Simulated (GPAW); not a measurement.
**Near-edge structure at the Mg K edge of LiMg (P-6m2)**

Aim: the near-edge shape at the Mg K edge of LiMg (P-6m2), and what the core hole does to it.

Program: GPAW 26.7.0. Level of theory: X-ray absorption from dipole matrix elements to empty bands, plane-wave PAW LDA. Results are calculated unless marked as measured.

Report form: the programs' logs are mostly left out.

## 1. The structure

It takes space group P-6m2 (No. 187, hexagonal). The conventional cell has a = 3.108 Å, b = 3.108 Å, c = 5.025 Å, α = 90.00°, β = 90.00°, γ = 120.00°. Nearest to Mg lie 6 Li at 3.09 Å and 6 Mg at 3.11 Å. Li has 6 Mg at 3.09 Å and 6 Li at 3.11 Å nearest. Farther neighbours are not listed.

Coordinates:

```
Mg Li
1.0
     3.10850    0.00000    0.00000
    -1.55425    2.69204    0.00000
     0.00000    0.00000    5.02547
Mg Li
1 1
Direct
  0.66667 0.33333 0.50000
  0.00000 0.00000 0.00000
```

## 2. Ground state of the crystal

The ground state comes first: it tells whether the system has a gap, which decides how the excited electron is treated.

The input, scf.py:

```python
import numpy as np
from ase import Atoms
from ase.parallel import parprint, paropen
from gpaw import GPAW, PW, FermiDirac, Mixer, MixerDif, setup_paths
from gpaw.test import gen
setup_paths.insert(0, '.')
gen('Mg', name='nch1s', xcname='LDA', corehole=(1, 0, 0), write_xml=True)
from gpaw.mpi import world
world.barrier()

atoms = Atoms('MgLi',
    cell=[[3.10849752, 0, 0],
     [-1.55424876, 2.69203782, 0],
     [0, 0, 5.02546768]],
    scaled_positions=[[0.66666667, 0.33333333, 0.5],
     [0, 0, 0]],
    pbc=True)
atoms.calc = calc = GPAW(legacy_gpaw=True, mode=PW(500), xc='LDA', setups={0: 'nch1s'},
    kpts={'size': (9, 9, 5), 'gamma': True}, occupations=FermiDirac(0.05),
    charge=0, mixer=Mixer(0.1, 5, 50), maxiter=150,
    convergence={'density': 0.0001}, txt='scf.txt')
energy = atoms.get_potential_energy() + calc.get_reference_energy()
ef = calc.get_fermi_level()
out = dict(energy=energy, fermi=ef, forces=atoms.get_forces().tolist())
parprint(f'all-electron energy {energy:.4f} eV, Fermi level {ef:.4f} eV')
ev = np.array([[calc.get_eigenvalues(k, s) for k in range(len(calc.get_ibz_k_points()))] for s in range(calc.get_number_of_spins())])
out['homo'], out['lumo'], out['counts'] = ev[ev < ef].max(), ev[ev > ef].min(), sorted(set((ev < ef).sum((0, 2)).tolist()))
out['filled'] = (ev[:, 0] < ef).sum(1).tolist()
import json
with paropen('out.json', 'w') as f:
    json.dump(out, f)
```

The run is started by

```
$ OMP_NUM_THREADS=1 mpirun -n 4 gpaw python scf.py
```

Run time: 3.5 s. Hardware: 4 MPI ranks of Arm Neoverse V2, shared host; peak memory 0.16 GiB; 13 s of CPU time.

The mesh shows no gap, so the system is treated as a metal and the core electron is put at the Fermi level (neutral cell).

## 3. Spectrum without a core hole, Mg atom 1

This cheap baseline ignores the attraction of the hole: it shows the absorber's empty states as they are in the ground state. The data set with a hole of occupation 0 only carries the core orbital.

The absorber has 6 Li at 3.09 Å and 6 Mg at 3.11 Å (anticuboctahedral, as in hcp, site symmetry -6m2).

The input, xas.py:

```python
import numpy as np
from ase import Atoms
from ase.parallel import parprint, paropen
from gpaw import GPAW, PW, FermiDirac, Mixer, MixerDif, setup_paths
from gpaw.test import gen
setup_paths.insert(0, '.')
gen('Mg', name='nch1s', xcname='LDA', corehole=(1, 0, 0), write_xml=True)
from gpaw.mpi import world
world.barrier()

atoms = Atoms('MgLi',
    cell=[[3.10849752, 0, 0],
     [-1.55424876, 2.69203782, 0],
     [0, 0, 5.02546768]],
    scaled_positions=[[0.66666667, 0.33333333, 0.5],
     [0, 0, 0]],
    pbc=True)
atoms.calc = calc = GPAW(legacy_gpaw=True, mode=PW(500), xc='LDA', setups={0: 'nch1s'},
    kpts={'size': (13, 13, 7), 'gamma': True}, occupations=FermiDirac(0.1),
    charge=0, mixer=Mixer(0.1, 5, 50), maxiter=150,
    convergence={'density': 0.0001}, txt='scf.txt')
energy = atoms.get_potential_energy() + calc.get_reference_energy()
ef = calc.get_fermi_level()
out = dict(energy=energy, fermi=ef, forces=atoms.get_forces().tolist())
parprint(f'all-electron energy {energy:.4f} eV, Fermi level {ef:.4f} eV')
ev = np.array([[calc.get_eigenvalues(k, s) for k in range(len(calc.get_ibz_k_points()))] for s in range(calc.get_number_of_spins())])
out['homo'], out['lumo'], out['counts'] = ev[ev < ef].max(), ev[ev > ef].min(), sorted(set((ev < ef).sum((0, 2)).tolist()))
out['filled'] = (ev[:, 0] < ef).sum(1).tolist()

from ase.units import Ha
from gpaw.xas import dipole_matrix_elements
nb = int(calc.get_number_of_electrons() / 2) + 28
top = nb
nscf = calc.fixed_density(kpts={'size': (11, 11, 6), 'gamma': True},
    convergence={'eigenstates': 1.0}, txt='nscf.txt')
nscf.diagonalize_full_hamiltonian(nbands=nb)
cell = atoms.cell.array
ops = [cell.T @ U.T @ np.linalg.inv(cell.T) for U in nscf.wfs.kd.symmetry.op_scc]
E = np.arange(-25, 34, 0.1)
fwhm = np.interp(E, [4, 25], [0.9, 3.5])
Y, X, zero, highest = 0, 0, 1e9, 1e9
for spin in range(nscf.get_number_of_spins()):
    wfs = nscf.wfs
    A = dipole_matrix_elements(wfs.setups[0])
    eps = np.zeros((wfs.kd.nibzkpts, nb))
    d = np.zeros((3, A.shape[1], wfs.kd.nibzkpts, nb), complex)
    for kpt in wfs.kpt_u:
        if kpt.s == spin and 0 in kpt.P_ani:
            eps[kpt.k] = kpt.eps_n * Ha
            d[:, :, kpt.k] = (kpt.weight * wfs.nspins / 2) ** 0.5 * np.inner(A, kpt.P_ani[0])
    world.sum(eps)
    world.sum(d)
    T = np.einsum('amkn,bmkn->abkn', d, d.conj()).real
    T = sum(np.einsum('ai,ijkn,bj->abkn', R, T, R) for R in ops) / len(ops)
    empty = eps > ef
    zero, highest = min(zero, eps[empty].min()), min(highest, eps[:, top - 1].min())
    lines = [(eps, T, empty)] if spin == 0 else lines + [(eps, T, empty)]
for eps, T, empty in lines:
    f = np.einsum('aakn->akn', T).reshape(3, -1)
    x = eps.ravel() - zero
    w = np.interp(x, E, fwhm) / 2.35482
    g = np.exp(-0.5 * ((E[:, None] - x) / w) ** 2) / (w * (2 * np.pi) ** 0.5)
    Y = Y + (f * empty.ravel()) @ g.T
    X = X + (f * ~empty.ravel()) @ g.T
out.update(E=E.round(2).tolist(), xas=Y.tolist(), xes=X.tolist(), zero=zero, valid=highest - zero, nk=len(eps), nb=nb)
for i in range(0, len(E), 10):
    parprint(f'{E[i]:7.2f}', *(f'{v:10.3e}' for v in Y[:, i]))
import json
with paropen('out.json', 'w') as f:
    json.dump(out, f)
```

The run is started by

```
$ OMP_NUM_THREADS=1 mpirun -n 4 gpaw python xas.py
```

Elapsed: 47 s, on 4 MPI ranks; peak memory 0.31 GiB.

The Mg K spectrum, Mg atom 1, no core hole (energy from the lowest empty level; intensity scaled to a mean of 1 over the first 20 eV; polarised curves are means over the symmetry-equivalent atoms):

```
E (eV)  isotropic  ε ⊥ c  ε ∥ c
  -2.0       0.00   0.00   0.00
  -1.0       0.00   0.00   0.01
   0.0       0.49   0.45   0.58
   1.0       0.56   0.53   0.62
   2.0       0.74   0.80   0.63
   3.0       0.76   0.75   0.78
   4.0       0.66   0.71   0.56
   5.0       0.83   0.89   0.71
   6.0       0.79   0.77   0.84
   7.0       0.90   0.90   0.91
   8.0       1.02   1.08   0.88
   9.0       1.06   1.09   1.01
  10.0       1.23   1.09   1.51
  11.0       1.33   1.07   1.86
  12.0       1.29   1.19   1.51
  13.0       1.28   1.27   1.30
  14.0       1.32   1.26   1.42
  15.0       1.34   1.35   1.32
  16.0       1.23   1.36   0.96
  17.0       1.09   1.28   0.72
  18.0       0.97   1.15   0.59
  19.0       0.84   1.01   0.50
  20.0       0.75   0.90   0.45
  21.0       0.72   0.83   0.51
  22.0       0.72   0.75   0.67
  23.0       0.72   0.66   0.85
  24.0       0.72   0.58   0.99
  25.0       0.70   0.53   1.03
  26.0       0.66   0.50   0.97
  27.0       0.62   0.50   0.86
  28.0       0.63   0.56   0.77
  29.0       0.70   0.67   0.75
  30.0       0.80   0.81   0.78
  31.0       0.88   0.90   0.84
  32.0       0.91   0.91   0.90
```

Main maxima below 24 eV (height): 0.4 eV (0.74), 2.0 eV (0.74), 2.9 eV (0.76), 4.9 eV (0.84), 11.0 eV (1.33) and 14.7 eV (1.35). A K edge sees empty p states on the absorber.

The same matrix elements for filled bands give the Mg K emission of Mg atom 1 (ground-state approximation; energy from the lowest empty level, largest value 1):

```
E (eV)  emission
-24.00      0.00
-23.25      0.00
-22.50      0.00
-21.75      0.00
-21.00      0.00
-20.25      0.00
-19.50      0.00
-18.75      0.00
-18.00      0.00
-17.25      0.00
-16.50      0.00
-15.75      0.00
-15.00      0.00
-14.25      0.00
-13.50      0.00
-12.75      0.00
-12.00      0.00
-11.25      0.00
-10.50      0.00
 -9.75      0.00
 -9.00      0.00
 -8.25      0.00
 -7.50      0.00
 -6.75      0.00
 -6.00      0.00
 -5.25      0.05
 -4.50      0.14
 -3.75      0.24
 -3.00      0.36
 -2.25      0.60
 -1.50      0.80
 -0.75      0.98
  0.00      0.45
  0.75      0.03
  1.50      0.00
  2.25      0.00
  3.00      0.00
```

Emission maxima: -0.8 eV (1.00).

## 4. Supercell without a hole, the energy reference

The photon energy needs a difference of total energies, so the cell and mesh of the coming hole run are first run without a hole.

Edit scf.py of step 2 so:

```diff
@@ -10,11 +10,25 @@
 
-atoms = Atoms('MgLi',
-    cell=[[3.10849752, 0, 0],
-     [-1.55424876, 2.69203782, 0],
-     [0, 0, 5.02546768]],
-    scaled_positions=[[0.66666667, 0.33333333, 0.5],
-     [0, 0, 0]],
+atoms = Atoms('Mg8Li8',
+    cell=[[-4.66274628, -2.69203782, -5.02546768],
+     [4.66274628, 2.69203782, -5.02546768],
+     [3.10849752, -5.38407564, 5.02546768]],
+    scaled_positions=[[0.58333333, 0.91666667, 0],
+     [0.83333333, 0.16666667, 0.5],
+     [0.08333333, 0.41666667, 0],
+     [0.33333333, 0.66666667, 0.5],
+     [0.70833333, 0.54166667, 0.75],
+     [0.95833333, 0.79166667, 0.25],
+     [0.20833333, 0.04166667, 0.75],
+     [0.45833333, 0.29166667, 0.25],
+     [0, 0, 0],
+     [0.25, 0.25, 0.5],
+     [0.5, 0.5, 0],
+     [0.75, 0.75, 0.5],
+     [0.125, 0.625, 0.75],
+     [0.375, 0.875, 0.25],
+     [0.625, 0.125, 0.75],
+     [0.875, 0.375, 0.25]],
     pbc=True)
 atoms.calc = calc = GPAW(legacy_gpaw=True, mode=PW(500), xc='LDA', setups={0: 'nch1s'},
-    kpts={'size': (9, 9, 5), 'gamma': True}, occupations=FermiDirac(0.05),
+    kpts={'size': (4, 4, 4), 'gamma': True}, occupations=FermiDirac(0.1),
     charge=0, mixer=Mixer(0.1, 5, 50), maxiter=150,
```

The run is started by

```
$ OMP_NUM_THREADS=1 mpirun -n 4 gpaw python scf.py
```

The job ended after 76 s (4 MPI ranks; peak memory 0.4 GiB).

Reference energy: -45046.680 eV with the cores included.

## 5. Spectrum with XCH, Mg atom 1

The holes are 7.4 Å apart. In GPAW the data set carries the hole's charge, so charge=0 means a charged cell and charge=-1 a neutral one. The excited electron is kept in the cell, where it fills the lowest empty states and screens the hole. After the field has converged, empty bands are computed with the density fixed and the dipole matrix elements are summed.

Edit xas.py of step 3 so:

```diff
@@ -6,3 +6,3 @@
 setup_paths.insert(0, '.')
-gen('Mg', name='nch1s', xcname='LDA', corehole=(1, 0, 0), write_xml=True)
+gen('Mg', name='fch1s', xcname='LDA', corehole=(1, 0, 1), write_xml=True)
 from gpaw.mpi import world
@@ -10,12 +10,26 @@
 
-atoms = Atoms('MgLi',
-    cell=[[3.10849752, 0, 0],
-     [-1.55424876, 2.69203782, 0],
-     [0, 0, 5.02546768]],
-    scaled_positions=[[0.66666667, 0.33333333, 0.5],
-     [0, 0, 0]],
+atoms = Atoms('Mg8Li8',
+    cell=[[-4.66274628, -2.69203782, -5.02546768],
+     [4.66274628, 2.69203782, -5.02546768],
+     [3.10849752, -5.38407564, 5.02546768]],
+    scaled_positions=[[0.58333333, 0.91666667, 0],
+     [0.83333333, 0.16666667, 0.5],
+     [0.08333333, 0.41666667, 0],
+     [0.33333333, 0.66666667, 0.5],
+     [0.70833333, 0.54166667, 0.75],
+     [0.95833333, 0.79166667, 0.25],
+     [0.20833333, 0.04166667, 0.75],
+     [0.45833333, 0.29166667, 0.25],
+     [0, 0, 0],
+     [0.25, 0.25, 0.5],
+     [0.5, 0.5, 0],
+     [0.75, 0.75, 0.5],
+     [0.125, 0.625, 0.75],
+     [0.375, 0.875, 0.25],
+     [0.625, 0.125, 0.75],
+     [0.875, 0.375, 0.25]],
     pbc=True)
-atoms.calc = calc = GPAW(legacy_gpaw=True, mode=PW(500), xc='LDA', setups={0: 'nch1s'},
-    kpts={'size': (13, 13, 7), 'gamma': True}, occupations=FermiDirac(0.1),
-    charge=0, mixer=Mixer(0.1, 5, 50), maxiter=150,
+atoms.calc = calc = GPAW(legacy_gpaw=True, mode=PW(500), xc='LDA', setups={0: 'fch1s'},
+    kpts={'size': (4, 4, 4), 'gamma': True}, occupations=FermiDirac(0.1),
+    charge=-1, mixer=Mixer(0.1, 5, 50), maxiter=150,
     convergence={'density': 0.0001}, txt='scf.txt')
@@ -31,10 +45,9 @@
 from gpaw.xas import dipole_matrix_elements
-nb = int(calc.get_number_of_electrons() / 2) + 28
-top = nb
-nscf = calc.fixed_density(kpts={'size': (11, 11, 6), 'gamma': True},
-    convergence={'eigenstates': 1.0}, txt='nscf.txt')
-nscf.diagonalize_full_hamiltonian(nbands=nb)
+nb = int(calc.get_number_of_electrons() / 2) + 202
+top, nb = nb, nb + 8 + nb // 12
+nscf = calc.fixed_density(kpts={'size': (5, 5, 5), 'gamma': True}, nbands=nb,
+    convergence={'bands': top, 'eigenstates': 1e-5}, maxiter=60, txt='nscf.txt')
 cell = atoms.cell.array
 ops = [cell.T @ U.T @ np.linalg.inv(cell.T) for U in nscf.wfs.kd.symmetry.op_scc]
-E = np.arange(-25, 34, 0.1)
+E = np.arange(-6, 34, 0.1)
 fwhm = np.interp(E, [4, 25], [0.9, 3.5])
```

The run is started by

```
$ OMP_NUM_THREADS=1 mpirun -n 4 gpaw python xas.py
```

Wall time 11 min (4 MPI ranks); peak memory 1 GiB; 45 min of CPU time.

The Mg K spectrum, Mg atom 1, excited-electron core hole (neutral cell) (energy from the lowest empty level; intensity scaled to a mean of 1 over the first 20 eV; polarised curves are means over the symmetry-equivalent atoms):

```
E (eV)  isotropic  ε ⊥ c  ε ∥ c
  -2.0       0.00   0.00   0.00
  -1.0       0.00   0.00   0.01
   0.0       0.42   0.40   0.46
   1.0       0.85   0.92   0.70
   2.0       0.96   1.01   0.86
   3.0       0.91   0.90   0.94
   4.0       1.01   1.07   0.88
   5.0       1.03   1.05   1.01
   6.0       1.12   1.09   1.17
   7.0       1.21   1.21   1.21
   8.0       1.33   1.36   1.28
   9.0       1.27   1.12   1.56
  10.0       1.36   1.14   1.82
  11.0       1.24   1.17   1.39
  12.0       1.11   1.21   0.91
  13.0       1.13   1.21   0.96
  14.0       1.07   1.12   0.98
  15.0       0.96   1.06   0.74
  16.0       0.84   0.99   0.54
  17.0       0.74   0.87   0.47
  18.0       0.65   0.76   0.43
  19.0       0.59   0.68   0.42
  20.0       0.58   0.63   0.47
  21.0       0.60   0.59   0.62
  22.0       0.64   0.54   0.84
  23.0       0.67   0.50   1.00
  24.0       0.66   0.47   1.02
  25.0       0.62   0.47   0.92
  26.0       0.59   0.49   0.79
  27.0       0.61   0.56   0.71
  28.0       0.68   0.68   0.69
  29.0       0.79   0.82   0.73
  30.0       0.87   0.92   0.78
  31.0       0.89   0.92   0.82
  32.0       0.85   0.86   0.83
```

Main maxima below 24 eV (height): 2.3 eV (0.98), 4.4 eV (1.06), 7.8 eV (1.34), 10.0 eV (1.36) and 23.2 eV (0.67). 

The total-energy difference is 1307.25 eV. One term is added: -12.89 eV, since the hole is spin-paired here and a spin-polarised one costs that much less in the free atom (computed apart). The photon energy is then 1294.36 eV. The tabulated edge of the element is 1303 eV. The functional leaves an error in such absolute values: in the free atom LDA prices this hole 6.5 eV below PBE (computed apart), and PBE is itself good to a few eV.

## 6. Spectrum with FCH, Mg atom 1

The holes are 7.4 Å apart. In GPAW the data set carries the hole's charge, so charge=0 means a charged cell and charge=-1 a neutral one. The excited electron is left out and a uniform background balances the charge. After the field has converged, empty bands are computed with the density fixed and the dipole matrix elements are summed.

Changed against the first core-hole run: core hole to FCH.

Edit xas.py of step 5 so:

```diff
@@ -33,3 +33,3 @@
     kpts={'size': (4, 4, 4), 'gamma': True}, occupations=FermiDirac(0.1),
-    charge=-1, mixer=Mixer(0.1, 5, 50), maxiter=150,
+    charge=0, mixer=Mixer(0.1, 5, 50), maxiter=150,
     convergence={'density': 0.0001}, txt='scf.txt')
```

Wall time 11 min (4 MPI ranks); peak memory 1 GiB; 46 min of CPU time.

```
E (eV)  first run  this run
  -2.0       0.00      0.00
  -1.0       0.00      0.00
   0.0       0.42      0.41
   1.0       0.85      0.84
   2.0       0.96      0.95
   3.0       0.91      0.94
   4.0       1.01      0.97
   5.0       1.03      1.04
   6.0       1.12      1.09
   7.0       1.21      1.19
   8.0       1.33      1.34
   9.0       1.27      1.26
  10.0       1.36      1.36
  11.0       1.24      1.27
  12.0       1.11      1.12
  13.0       1.13      1.12
  14.0       1.07      1.08
  15.0       0.96      0.97
  16.0       0.84      0.85
  17.0       0.74      0.75
  18.0       0.65      0.66
  19.0       0.59      0.59
  20.0       0.58      0.58
  21.0       0.60      0.60
  22.0       0.64      0.63
  23.0       0.67      0.66
  24.0       0.66      0.66
  25.0       0.62      0.62
  26.0       0.59      0.59
  27.0       0.61      0.60
  28.0       0.68      0.67
  29.0       0.79      0.77
  30.0       0.87      0.86
  31.0       0.89      0.89
  32.0       0.85      0.86
```

Against the first run the r.m.s. difference is 1 %. The highest intensity below 16 eV goes from 10.0 eV (1.36) to 10.2 eV (1.36).

The photon energy of the zero moves by -0.03 eV.

## 7. Supercell without a hole, the energy reference

The cell and mesh change for the next run, so it gets a reference energy of its own.

The input, scf.py:

```python
import numpy as np
from ase import Atoms
from ase.parallel import parprint, paropen
from gpaw import GPAW, PW, FermiDirac, Mixer, MixerDif, setup_paths
from gpaw.test import gen
setup_paths.insert(0, '.')
gen('Mg', name='nch1s', xcname='LDA', corehole=(1, 0, 0), write_xml=True)
from gpaw.mpi import world
world.barrier()

atoms = Atoms('Mg2Li2',
    cell=[[1.55424876, -2.69203782, 0],
     [-1.55424876, -2.69203782, 0],
     [0, 0, -10.05093536]],
    scaled_positions=[[0.33333333, 0.33333333, 0.75],
     [0.33333333, 0.33333333, 0.25],
     [0, 0, 0],
     [0, 0, 0.5]],
    pbc=True)
atoms.calc = calc = GPAW(legacy_gpaw=True, mode=PW(500), xc='LDA', setups={0: 'nch1s'},
    kpts={'size': (9, 9, 3), 'gamma': True}, occupations=FermiDirac(0.1),
    charge=0, mixer=Mixer(0.1, 5, 50), maxiter=150,
    convergence={'density': 0.0001}, txt='scf.txt')
energy = atoms.get_potential_energy() + calc.get_reference_energy()
ef = calc.get_fermi_level()
out = dict(energy=energy, fermi=ef, forces=atoms.get_forces().tolist())
parprint(f'all-electron energy {energy:.4f} eV, Fermi level {ef:.4f} eV')
ev = np.array([[calc.get_eigenvalues(k, s) for k in range(len(calc.get_ibz_k_points()))] for s in range(calc.get_number_of_spins())])
out['homo'], out['lumo'], out['counts'] = ev[ev < ef].max(), ev[ev > ef].min(), sorted(set((ev < ef).sum((0, 2)).tolist()))
out['filled'] = (ev[:, 0] < ef).sum(1).tolist()
import json
with paropen('out.json', 'w') as f:
    json.dump(out, f)
```

The run is started by

```
$ OMP_NUM_THREADS=1 mpirun -n 4 gpaw python scf.py
```

Run time: 7.7 s. Hardware: 4 MPI ranks; peak memory 0.19 GiB.

(Continued in part 2 of 2.)

[Logs are printed without paths, hosts, clocks, repeated set-up lines and the standing remarks that a program may print on its own settings, such as how far it seeks lower states.]

[Hosts, paths, dates, database ids (printed as entryN), source tags and the programs' standing remarks are cut or masked in the printed files.]

[Lists of maxima count a maximum above −3 eV only where it reaches 4 % of the highest in the window and stands out from its surroundings by 2 % of it (1.5 % where it reaches 55 %); shoulders and weaker maxima are passed over, and of the rest the first, up to two pre-edge ones and the few strongest are named.]
